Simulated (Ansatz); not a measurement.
## Decaying states in the gap of RbInH4

Aim: relax a made-up compound, RbInH4, and see how good a tunnel barrier it would be. It is built by putting In for B in the RbBH4 structure of space group F-43m, with the volume rescaled by atomic radii. The parent structure comes from the Materials Project.

Method: PBE DFT, plane waves, PAW files, in the first sound run; inputs show where later runs differ, in Ansatz 0.2.0.

The structure was built from a prototype and need not be the compound's stable phase.

**1. The structure**

Symmetry: F-43m, No. 216, cubic system. The conventional cell has a = 7.417 Å, b = 7.417 Å, c = 7.417 Å, α = 90.00°, β = 90.00°, γ = 90.00°. Nearest to Rb lie 12 H at 3.14 Å. Nearest to In lie 4 H at 1.32 Å. H has 1 In at 1.32 Å and 6 H at 2.15 to 3.10 Å and 3 Rb at 3.14 Å nearest. It derives from RbBH4. In for B in the RbBH4 structure of space group F-43m. Farther neighbours are not listed.

**2. Cell and atoms at rest**

The substituted atoms don't fit the parent's cell, so cell and atoms relax together. A small smearing keeps the run stable in case the gap closes on the way.

Contents of input.yaml:

```yaml
crystal:
  lattice:
    - [0.0, 3.7086046873, 3.7086046873]
    - [3.7086046873, 0.0, 3.7086046873]
    - [3.7086046873, 3.7086046873, 0.0]
  atoms:
    - { symbol: Rb, position: [0.0, 0.0, 0.0] }
    - { symbol: In, position: [0.5, 0.5, 0.5] }
    - { symbol: H, position: [0.3975848, 0.8072456, 0.3975848] }
    - { symbol: H, position: [0.3975848, 0.3975848, 0.8072456] }
    - { symbol: H, position: [0.3975848, 0.3975848, 0.3975848] }
    - { symbol: H, position: [0.8072456, 0.3975848, 0.3975848] }
kpoints:
  mp_grid: { grid: [6, 6, 6] }
scf:
  occupations: { method: gaussian, width: 0.03 }
hamiltonian:
  xc: pbe
output:
  forces: true
  stress: true
relax:
  f_tol: 0.02
  max_steps: 60
  cell: {}
```

The run is started by

```bash
$ ansatz run input.yaml --threads 2 --pin off --max-ram 4096MiB --backend cpu --events-out ev --progress --plain --runs-dir out
```

Numbers of over 12 decimals in the logs are rounded to 6 here.

The program printed:

```text
Engine: ansatz 0.2.0, x86_64-unknown-linux-gnu
Pseudopotentials: kind: paw
Pseudopotential: Rb, paw, valence charge 9, recommended cutoff 420 eV (normal), Rb.paw.azcp
Pseudopotential: In, paw, valence charge 13, recommended cutoff 420 eV (normal), In.paw.azcp
Pseudopotential: H, paw, valence charge 1, recommended cutoff 420 eV (normal), H.paw.azcp
Functional definition: PBE
  parameter kappa = 0.804
  parameter beta = 0.066725
  exchange = pbe_x(kappa = kappa, mu = beta*pi^2/3)
  correlation = pbe_c(beta = beta)
Crystal: 6 atoms, lattice volume = 102.014 Å³
Basis set: ecut = 420 eV, 1989 PW (Γ), exchange–correlation on 72×72×72 points (8 copies of the dense FFT grid, shifted against one another)
Bands: 19, of which v1, the nominal top of the filled ones, is band 13 counted from 1 (12 counted from 0)
Symmetry: 24 space group operations
Space group: F-43m (ITA 216), of the structure as read, at distance tolerance 4.7e-5 Å
k-points: 16 of 216 (time reversal used)
Non-local potential: Rb, projectors of the file, l = 0: 3, l = 1: 2, l = 2: 2
Non-local potential: In, projectors of the file, l = 0: 2, l = 1: 2, l = 2: 2, l = 3: 2
Non-local potential: H, projectors of the file, l = 0: 2, l = 1: 1
PAW form: soft (Blöchl's): semilocal exchange-correlation on the pseudo side does not see the compensation charge
PAW one-centre angular grid: Rb, 110 points (default); XC on 64 Gauss nodes
PAW one-centre angular grid: In, 590 points (default); XC on 64 Gauss nodes
PAW one-centre angular grid: H, 110 points (default); XC on 64 Gauss nodes
Initial density: superposition of atomic densities (neutral atoms: chi_scale 0, normalization atom), corrected by the library's trained network
Initial wavefunctions: pseudopotential atomic-orbital guess
Functional: x = pbe(κ = 0.804, μ = 0.219515), c = pbe(β = 0.066725)
SCF iter   1: F=—  HF=-8920.371821 eV  |F-HF|=—  |Δ(HF+E_count)|=         —  Δρ=4.13e-3  dr2=2.99e-2  ethr=1.77e-3  ⟨swp⟩=6.0  Hψ=1842  notcnv=0  defer=1
preconditioner: auto → none  [insulator: Δε(μ)=4.697 eV  Ē_g=16.184 eV  σ=0.030 eV  W_gap=1.00  n_scr=14 (ndim 8)  ℏωp=18.0 eV  f_vac=0.089  D(μ)=0.00/eV (n_scr^D=0)  ε∞_Penn≈2.2]
SCF iter   2: F=—  HF=-8920.376611 eV  |F-HF|=—  |Δ(HF+E_count)|=   4.79e-3  Δρ=2.07e-3  dr2=3.79e-3  ethr=1.15e-4  ⟨swp⟩=4.0  Hψ=740  notcnv=0  defer=29
SCF iter   3: F=—  HF=-8920.382210 eV  |F-HF|=—  |Δ(HF+E_count)|=   5.60e-3  Δρ=6.15e-4  dr2=5.75e-4  ethr=1.46e-5  ⟨swp⟩=2.8  Hψ=550  notcnv=0  defer=29
SCF iter   4: F=—  HF=-8920.383453 eV  |F-HF|=—  |Δ(HF+E_count)|=   1.24e-3  Δρ=1.73e-4  dr2=3.71e-5  ethr=2.21e-6  ⟨swp⟩=2.0  Hψ=533  notcnv=0  defer=29
SCF iter   5: F=—  HF=-8920.383731 eV  |F-HF|=—  |Δ(HF+E_count)|=   2.78e-4  Δρ=2.51e-5  dr2=8.26e-7  ethr=1.43e-7  ⟨swp⟩=2.2  Hψ=449  notcnv=0  defer=29
SCF iter   6: F=-8920.383735 eV  HF=-8920.383735 eV  |F-HF|=6.74e-8  |Δ(HF+E_count)|=   3.88e-6  Δρ=4.45e-6  dr2=1.53e-8  ethr=3.85e-10  ⟨swp⟩=6.8  Hψ=1187  notcnv=0
SCF 1 converged in 6 iterations: F = -8920.383735 eV  dr2 = 1.53e-8
  greatest PAW one-centre occupation: 0.980 electrons in one spin orbital (limit 2), on the In atom at site 1 (counted from 0), in its partial waves of l = 2
relax step   1: F+E_penalty+E_count = -8920.38373529 eV  Δ(F+E_penalty+E_count) = +0.000e0 eV  max|allowed force component| = 7.333e0 eV/Å  Δτ_max = 0.0000 Å  P = +36.196 GPa  Ω = 102.014 Å³  (6 SCF iters, dr2 threshold 1.00e-7 eV, accepted)
Crystal: 6 atoms, lattice volume = 107.182 Å³
Basis set: ecut = 420 eV, 2085 PW (Γ), exchange–correlation on 72×72×72 points (8 copies of the dense FFT grid, shifted against one another)
Initial density: handed on by an earlier stage of this run
Initial wavefunctions: those handed on with the density
iter 1 solved again at ethr=1.26e-3 eV; its pass at ethr=3.10e-3 eV (dr2=3.27e-1 eV) is discarded
SCF iter   1: F=—  HF=-8927.160400 eV  |F-HF|=—  |Δ(HF+E_count)|=         —  Δρ=2.39e-2  dr2=3.26e-1  ethr=1.26e-3  ⟨swp⟩=1.0  Hψ=2213  notcnv=0
preconditioner: auto → none  [insulator: Δε(μ)=4.435 eV  Ē_g=15.227 eV  σ=0.030 eV  W_gap=1.00  n_scr=14 (ndim 8)  ℏωp=17.6 eV  f_vac=0.118  D(μ)=0.00/eV (n_scr^D=0)  ε∞_Penn≈2.3]
SCF iter   2: F=—  HF=-8927.091680 eV  |F-HF|=—  |Δ(HF+E_count)|=   6.87e-2  Δρ=9.89e-3  dr2=4.03e-2  ethr=1.26e-3  ⟨swp⟩=2.6  Hψ=514  notcnv=0
SCF iter   3: F=—  HF=-8927.092070 eV  |F-HF|=—  |Δ(HF+E_count)|=   3.90e-4  Δρ=1.59e-3  dr2=7.33e-4  ethr=1.55e-4  ⟨swp⟩=2.3  Hψ=493  notcnv=0
SCF iter   4: F=—  HF=-8927.092512 eV  |F-HF|=—  |Δ(HF+E_count)|=   4.42e-4  Δρ=2.61e-4  dr2=8.18e-5  ethr=2.82e-6  ⟨swp⟩=2.0  Hψ=460  notcnv=0
SCF iter   5: F=—  HF=-8927.092451 eV  |F-HF|=—  |Δ(HF+E_count)|=   6.15e-5  Δρ=5.18e-5  dr2=1.83e-6  ethr=3.15e-7  ⟨swp⟩=2.0  Hψ=496  notcnv=0
SCF iter   6: F=-8927.092451 eV  HF=-8927.092451 eV  |F-HF|=2.02e-8  |Δ(HF+E_count)|=   4.15e-9  Δρ=1.10e-5  dr2=6.54e-8  ethr=2.31e-9  ⟨swp⟩=5.0  Hψ=1018  notcnv=0
SCF 2 converged in 6 iterations: F = -8927.092451 eV  dr2 = 6.54e-8
  greatest PAW one-centre occupation: 0.978 electrons in one spin orbital (limit 2), on the In atom at site 1 (counted from 0), in its partial waves of l = 2
relax step   2: F+E_penalty+E_count = -8927.09245064 eV  Δ(F+E_penalty+E_count) = -6.709e0 eV  max|allowed force component| = 2.284e0 eV/Å  Δτ_max = 0.1913 Å  P = +13.269 GPa  Ω = 107.182 Å³  energy of the carried Pulay correction = -4.761e-3 eV  (6 SCF iters, dr2 threshold 6.00e-7 eV, accepted)
Crystal: 6 atoms, lattice volume = 123.763 Å³
Basis set: ecut = 420 eV, 2421 PW (Γ), exchange–correlation on 72×72×72 points (8 copies of the dense FFT grid, shifted against one another)
iter 1 solved again at ethr=5.45e-4 eV; its pass at ethr=3.10e-3 eV (dr2=1.42e-1 eV) is discarded
SCF iter   1: F=—  HF=-8928.431864 eV  |F-HF|=—  |Δ(HF+E_count)|=         —  Δρ=1.13e-2  dr2=1.42e-1  ethr=5.45e-4  ⟨swp⟩=1.3  Hψ=2259  notcnv=0
preconditioner: auto → none  [insulator: Δε(μ)=4.490 eV  Ē_g=14.862 eV  σ=0.030 eV  W_gap=1.00  n_scr=14 (ndim 8)  ℏωp=16.4 eV  f_vac=0.157  D(μ)=0.00/eV (n_scr^D=0)  ε∞_Penn≈2.2]
SCF iter   2: F=—  HF=-8928.390190 eV  |F-HF|=—  |Δ(HF+E_count)|=   4.17e-2  Δρ=3.18e-3  dr2=1.14e-2  ethr=5.45e-4  ⟨swp⟩=2.4  Hψ=571  notcnv=0
SCF iter   3: F=—  HF=-8928.387015 eV  |F-HF|=—  |Δ(HF+E_count)|=   3.17e-3  Δρ=8.71e-4  dr2=9.19e-4  ethr=4.38e-5  ⟨swp⟩=2.1  Hψ=465  notcnv=0
SCF iter   4: F=—  HF=-8928.386890 eV  |F-HF|=—  |Δ(HF+E_count)|=   1.26e-4  Δρ=2.90e-4  dr2=5.31e-5  ethr=3.53e-6  ⟨swp⟩=2.0  Hψ=519  notcnv=0
SCF iter   5: F=—  HF=-8928.386909 eV  |F-HF|=—  |Δ(HF+E_count)|=   1.91e-5  Δρ=2.99e-5  dr2=7.54e-7  ethr=2.04e-7  ⟨swp⟩=2.1  Hψ=377  notcnv=0
SCF iter   6: F=-8928.386910 eV  HF=-8928.386910 eV  |F-HF|=7.69e-8  |Δ(HF+E_count)|=   1.09e-6  Δρ=6.91e-6  dr2=4.76e-8  ethr=2.31e-9  ⟨swp⟩=4.2  Hψ=995  notcnv=0
SCF 3 converged in 6 iterations: F = -8928.386910 eV  dr2 = 4.76e-8
relax step   3: F+E_penalty+E_count = -8928.38690986 eV  Δ(F+E_penalty+E_count) = -1.294e0 eV  max|allowed force component| = 9.394e-1 eV/Å  Δτ_max = 0.0382 Å  P = +4.614 GPa  Ω = 123.763 Å³  energy of the carried Pulay correction = -1.857e-2 eV  (6 SCF iters, dr2 threshold 6.00e-7 eV, accepted)
[...]
relax step   4: F+E_penalty+E_count = -8928.72294579 eV  Δ(F+E_penalty+E_count) = -3.360e-1 eV  max|allowed force component| = 2.623e-1 eV/Å  Δτ_max = 0.0570 Å  P = +1.151 GPa  Ω = 129.091 Å³  energy of the carried Pulay correction = -2.259e-2 eV  (5 SCF iters, dr2 threshold 6.00e-7 eV, accepted)
[...]
relax step   5: F+E_penalty+E_count = -8928.75739717 eV  Δ(F+E_penalty+E_count) = -3.445e-2 eV  max|allowed force component| = 5.349e-2 eV/Å  Δτ_max = 0.0278 Å  P = +0.153 GPa  Ω = 129.697 Å³  energy of the carried Pulay correction = -2.304e-2 eV  (5 SCF iters, dr2 threshold 6.00e-7 eV, accepted)
[...]
relax step   6: F+E_penalty+E_count = -8928.76006298 eV  Δ(F+E_penalty+E_count) = -2.666e-3 eV  max|allowed force component| = 5.325e-3 eV/Å  Δτ_max = 0.0109 Å  P = -0.021 GPa  Ω = 128.851 Å³  energy of the carried Pulay correction = -2.242e-2 eV  (5 SCF iters, dr2 threshold 1.79e-7 eV, accepted)
Basis set: ecut = 420 eV, 2565 PW (Γ), exchange–correlation on 80×80×80 points (8 copies of the dense FFT grid, shifted against one another)
Initial wavefunctions: pseudopotential atomic-orbital guess (no wavefunctions were taken with the density)
iter 1 solved again at ethr=8.06e-7 eV; its pass at ethr=3.10e-3 eV (dr2=2.10e-4 eV) is discarded
SCF iter   1: F=—  HF=-8928.774493 eV  |F-HF|=—  |Δ(HF+E_count)|=         —  Δρ=7.01e-4  dr2=5.89e-5  ethr=8.06e-7  ⟨swp⟩=3.3  Hψ=2577  notcnv=0
preconditioner: auto → none  [insulator: Δε(μ)=4.384 eV  Ē_g=14.471 eV  σ=0.030 eV  W_gap=1.00  n_scr=14 (ndim 8)  ℏωp=16.0 eV  f_vac=0.137  D(μ)=0.00/eV (n_scr^D=0)  ε∞_Penn≈2.2]
SCF iter   2: F=—  HF=-8928.779243 eV  |F-HF|=—  |Δ(HF+E_count)|=   4.75e-3  Δρ=3.51e-4  dr2=1.29e-5  ethr=2.27e-7  ⟨swp⟩=2.1  Hψ=493  notcnv=0
SCF iter   3: F=—  HF=-8928.781101 eV  |F-HF|=—  |Δ(HF+E_count)|=   1.86e-3  Δρ=4.12e-5  dr2=8.97e-7  ethr=4.96e-8  ⟨swp⟩=2.6  Hψ=545  notcnv=0
SCF iter   4: F=—  HF=-8928.781115 eV  |F-HF|=—  |Δ(HF+E_count)|=   1.39e-5  Δρ=1.06e-5  dr2=5.75e-8  ethr=3.45e-9  ⟨swp⟩=2.0  Hψ=496  notcnv=0
SCF iter   5: F=—  HF=-8928.781115 eV  |F-HF|=—  |Δ(HF+E_count)|=   6.06e-7  Δρ=2.00e-6  dr2=2.04e-9  ethr=2.21e-10  ⟨swp⟩=2.0  Hψ=496  notcnv=0
SCF iter   6: F=—  HF=-8928.781115 eV  |F-HF|=—  |Δ(HF+E_count)|=   1.39e-8  Δρ=4.14e-7  dr2=2.08e-10  ethr=7.83e-12  ⟨swp⟩=2.0  Hψ=368  notcnv=0
SCF iter   7: F=-8928.781115 eV  HF=-8928.781115 eV  |F-HF|=3.64e-11  |Δ(HF+E_count)|=   2.30e-9  Δρ=5.16e-8  dr2=5.07e-12  ethr=1.00e-12  ⟨swp⟩=4.9  Hψ=1037  notcnv=0
SCF 7 converged in 7 iterations: F = -8928.781115 eV  dr2 = 5.07e-12
relax step   7: F+E_penalty+E_count = -8928.78111547 eV  Δ(F+E_penalty+E_count) = -2.105e-2 eV  max|allowed force component| = 4.109e-3 eV/Å  Δτ_max = 0.0000 Å  P = +0.038 GPa  Ω = 128.851 Å³  stress off target by 3.76e-2 GPa  SCF on the basis re-selected at this cell (its energy is not comparable with the rows above)  (7 SCF iters)
basis re-selected at this cell: Δ(F+E_penalty+E_count) = -2.105e-2 eV, ΔP = +0.059 GPa vs the last step (what re-selecting the basis moved, of the pressure what is left beyond the Pulay correction that the steps carried, after the strain that the cell walked since its last selection, with what the two solves' SCF thresholds leave and, on support functions, any second-order correction that the steps lacked; it is no measure of the basis error at this ecutwfc). The dense FFT grid was sized anew with the basis: this SCF ran on 40×40×40 points, the steps before it on 36×36×36, so part of this shift can come from that change (see relax.cell in the input reference). [rest of the remark cut]
SCF converged after 7 iterations
Free energy (F): -8928.781115 eV
Harris-Foulkes:  -8928.781115 eV  (|F-HF|=3.64e-11)
Internal energy: -8928.781115 eV  (E = F + TS)
E sigma→0 (E₀):  -8928.781115 eV
Fermi energy:    2.366965 eV
--- Per-component energies (eV) ---
  E_band       = -231.805202
  E_kinetic    = 487.917478
  E_local      = -2368.056098  (includes V_loc(G=0)·N_el)
  E_nonlocal   = 545.003782
  E_hartree    = 864.265455
  E_xc         = -380.799694
  E_vxc        = -281.276892  (∫ρ·V_xc dr)
  E_paw        = -6775.432521  (= ΣΔE_a)
  E_vpaw       = -343.919928  (= ΣTr[D̂ρ^β])
  E_aug_tail   = -0.004448  (compensation charges beyond the density's cutoff)
  E_ewald      = -1301.675069
  E_smearing   = -0.000000  (= −TS)
  E_closure    = 0.000000  (closes the sum)
  Σ components = -8928.781115   (vs F -8928.781115, Δ=0.00e0)
--- Forces (eV/Å), atoms counted from 1 ---
  atom   1  Rb     0.00000000     0.00000000     0.00000000
  atom   2  In     0.00000000     0.00000000     0.00000000
  atom   3  H      0.00410909    -0.00410909     0.00410909
  atom   4  H      0.00410909     0.00410909    -0.00410909
  atom   5  H     -0.00410909    -0.00410909    -0.00410909
  atom   6  H     -0.00410909     0.00410909     0.00410909
  max |Σ_I F_I| component: 3.56e-17 eV/Å
--- Stress (GPa, compression-positive) ---
        0.037572      -0.000000      -0.000000
       -0.000000       0.037572       0.000000
       -0.000000       0.000000       0.037572
  P = ⅓ Tr σ = 0.0376 GPa (0.376 kbar)
--- Relaxed structure (6 steps of the walk, 6 accepted, 1 SCFs on fresh bases) ---
  F+E_penalty+E_count = -8928.78111547 eV   max|allowed force component| = 4.109e-3 eV/Å   (the final SCF, on the basis selected at the relaxed cell)
  cell:  # Å, volume = 128.8507 Å³
    - [0, 4.008842, 4.008842]
    - [4.008842, 0, 4.008842]
    - [4.008842, 4.008842, 0]
  atoms:
    - { symbol: Rb, position: [0, 4.2877667489272844e-19, 0] }
    - { symbol: In, position: [0.500000, 0.500000, 0.500000] }
    - { symbol: H, position: [0.372264, 0.883207, 0.372264] }
    - { symbol: H, position: [0.372264, 0.372264, 0.883207] }
    - { symbol: H, position: [0.372264, 0.372264, 0.372264] }
    - { symbol: H, position: [0.883207, 0.372264, 0.372264] }
```

Wall time 12 s (2 threads of Intel Xeon Platinum 8259CL at 2.50GHz (Skylake/Cascade Lake), shared host); peak memory 0.44 GiB.

Step by step:

```
step  energy less that of the first step (eV)  largest force component (eV/Å)  pressure (GPa)  volume (Å³)
   1                                   0.0000                          7.3334           36.20       102.01
   2                                  -6.7087                          2.2844           13.27       107.18
   3                                  -8.0032                          0.9394            4.61       123.76
   4                                  -8.3392                          0.2623            1.15       129.09
   5                                  -8.3737                          0.0535            0.15       129.70
   6                                  -8.3763                          0.0053           -0.02       128.85
  7*                                  -8.3974                          0.0041            0.04       128.85
```

Relaxation steps marked * repeat the geometry before them on a plane-wave basis chosen anew for their cell, so energy and pressure can jump there.

The run keeps the 24 symmetry operations that it works with, so distortions that break them were not tested.

```
conventional cell, symmetrised  before  after   change
                         a (Å)   7.417  8.018   +8.1 %
                         b (Å)   7.417  8.018   +8.1 %
                         c (Å)   7.417  8.018   +8.1 %
              volume (Å³/atom)   17.00  21.48  +26.3 %
```

The atoms that moved most (Å, as changes of fractional coordinates times the final cell):

```
atom      dx      dy      dz  length
  H3   0.203  -0.203   0.203   0.352
  H5  -0.203  -0.203  -0.203   0.352
  H6  -0.203   0.203   0.203   0.352
  H4   0.203   0.203  -0.203   0.352
```

The relaxed structure:

```cif
data_structure
_symmetry_space_group_name_H-M 'P 1'
_symmetry_Int_Tables_number 1
_cell_length_a 5.6694
_cell_length_b 5.6694
_cell_length_c 5.6694
_cell_angle_alpha 60.000
_cell_angle_beta 60.000
_cell_angle_gamma 60.000
_cell_volume 128.85
loop_
_atom_site_label
_atom_site_type_symbol
_atom_site_fract_x
_atom_site_fract_y
_atom_site_fract_z
_atom_site_occupancy
Rb1 Rb 0.00000 0.00000 0.00000 1
In2 In 0.50000 0.50000 0.50000 1
H3 H 0.37226 0.88321 0.37226 1
H4 H 0.37226 0.37226 0.88321 1
H5 H 0.37226 0.37226 0.37226 1
H6 H 0.88321 0.37226 0.37226 1
```

Numbers from this step:

```
free energy  : -8928.7811 eV
Fermi energy : 2.367 eV
pressure     : 0.03757 GPa
```

The largest force component on a free atom ends at 0.0041 eV/Å.

**3. The bulk crystal and its band edges**

The energy window and the wavevectors of the next steps follow from the band edges, so these are searched first, off the mesh as well.

Contents of input.yaml:

```yaml
crystal:
  lattice:
    - [0.0, 4.0088423445, 4.0088423445]
    - [4.0088423445, 0.0, 4.0088423445]
    - [4.0088423445, 4.0088423445, 0.0]
  atoms:
    - { symbol: Rb, position: [0.0, 0.0, 0.0] }
    - { symbol: In, position: [0.5, 0.5, 0.5] }
    - { symbol: H, position: [0.3722644643, 0.8832066072, 0.3722644643] }
    - { symbol: H, position: [0.3722644643, 0.3722644643, 0.8832066072] }
    - { symbol: H, position: [0.3722644643, 0.3722644643, 0.3722644643] }
    - { symbol: H, position: [0.8832066072, 0.3722644643, 0.3722644643] }
kpoints:
  mp_grid: { grid: [6, 6, 6] }
  band_path: { path: [VBM, CBM], npoints: 30 }
scf:
  occupations: { method: fixed }
hamiltonian:
  xc: pbe
output:
  eigenvalues: true
  write_potential: true
  write_density: true
  volumetric_format: npy
```

The program printed:

```text
[...]
Crystal: 6 atoms, lattice volume = 128.851 Å³
Basis set: ecut = 420 eV, 2565 PW (Γ)
Bands: 19, of which v1, the nominal top of the filled ones, is band 13 counted from 1 (12 counted from 0)
Symmetry: 24 space group operations
[...]
k-points: 16 of 216 (time reversal used)
[...]
SCF iter   1: F=—  HF=-8928.774356 eV  |F-HF|=—  |Δ(HF+E_count)|=         —  Δρ=1.81e-3  dr2=7.53e-3  ethr=1.77e-3  ⟨swp⟩=4.9  Hψ=1345  notcnv=0  defer=57
[...]
SCF iter   6: F=-8928.781117 eV  HF=-8928.781117 eV  |F-HF|=1.41e-8  |Δ(HF+E_count)|=   6.62e-8  Δρ=3.00e-6  dr2=1.22e-8  ethr=3.85e-10  ⟨swp⟩=10.2  Hψ=1695  notcnv=0
SCF 1 converged in 6 iterations: F = -8928.781117 eV  dr2 = 1.22e-8
[...]
NSCF: frozen V_eff on 16 k-points
[...]
SCF converged after 6 iterations
Free energy (F): -8928.781117 eV
[...]
Internal energy: -8928.781117 eV  (E = F + TS)
E sigma→0 (E₀):  -8928.781117 eV
Fermi energy:    0.164216 eV
[...]
--- Band table (eV; the first three rows and the last of 16) ---
  k-point 0: bands = [... 9 lower, -4.7304, 0.1642, 0.1642, 0.1642, 4.8605, 5.9109, 5.9109, 5.9109, ... 2 higher]
  k-point 1: bands = [... 9 lower, -4.6166, -0.2047, 0.1147, 0.1147, 5.1730, 5.6064, 6.0519, 6.0519, ... 2 higher]
  k-point 2: bands = [... 9 lower, -4.3566, -0.8662, 0.0198, 0.0198, 4.9838, 6.4621, 6.4621, 6.6248, ... 2 higher]
  k-point 15: bands = [... 9 lower, -4.1551, -1.1605, -0.1680, -0.1033, 5.0537, 6.1448, 6.9023, 7.8664, ... 2 higher]
```

Elapsed: 5.7 s, on 2 threads; peak memory 0.37 GiB; 11 s of CPU time.

Numbers from this step:

- Fermi energy: 0.1642 eV
- gap on the k-mesh: 4.406 eV
- gap on path: 4.401 eV, by band count; negative where bands overlap
- direct gap on path: 4.601 eV
- edge places on path: 0, 0.6694 1/A along the path

The electronic bands at the labelled points (eV, zero at the Fermi level (highest filled level under fixed occupations); v1 is the highest filled band, c1 the lowest empty one):

```
  point     v4     v3     v2     v1    c1    c2    c3    c4
    VBM  -4.89   0.00   0.00   0.00  4.70  5.75  5.75  5.75
halfway  -4.67  -0.66  -0.10  -0.10  4.74  5.54  6.51  6.51
    CBM  -4.38  -1.29  -0.21  -0.21  4.40  5.72  7.92  7.93
```

The electronic bands as a text plot (rows in eV, shown from -4.9 to 7.1 only; labels by their first letter):

```
    6.8 |+      ++++++++++++++        +++++++++
    6.3 |+++++++           +++++++++++
    5.8 |++++++++++++++++++           +++++++++++++++++++++++++++
    5.3 |       ++++++++++++++++++++++
    4.8 |+++++++++++++++++++++++++++++++++++
    4.3 |                                   +++++++++++++++++++++
    3.8 |
    3.3 |
    2.8 |
    2.3 |
    1.8 |
    1.3 |
    0.8 |
    0.3 |
   -0.2 |********************************************************
   -0.7 |                    ****************
   -1.2 |                                    ********************
   -1.7 |
   -2.2 |
   -2.7 |
   -3.1 |
   -3.6 |
   -4.1 |                                                     ***
   -4.6 |*****************************************************
         V                                                      C
```

The searched edges give 4.40 eV, against 4.41 eV on the mesh.

[end of part 1 of 3]

[Logs are printed without paths, hosts, clocks, repeated set-up lines and the standing remarks that a program may print on its own settings, such as how far it seeks lower states.]

[Hosts, paths, dates, database ids (printed as entryN), source tags and the programs' standing remarks are cut or masked in the printed files.]
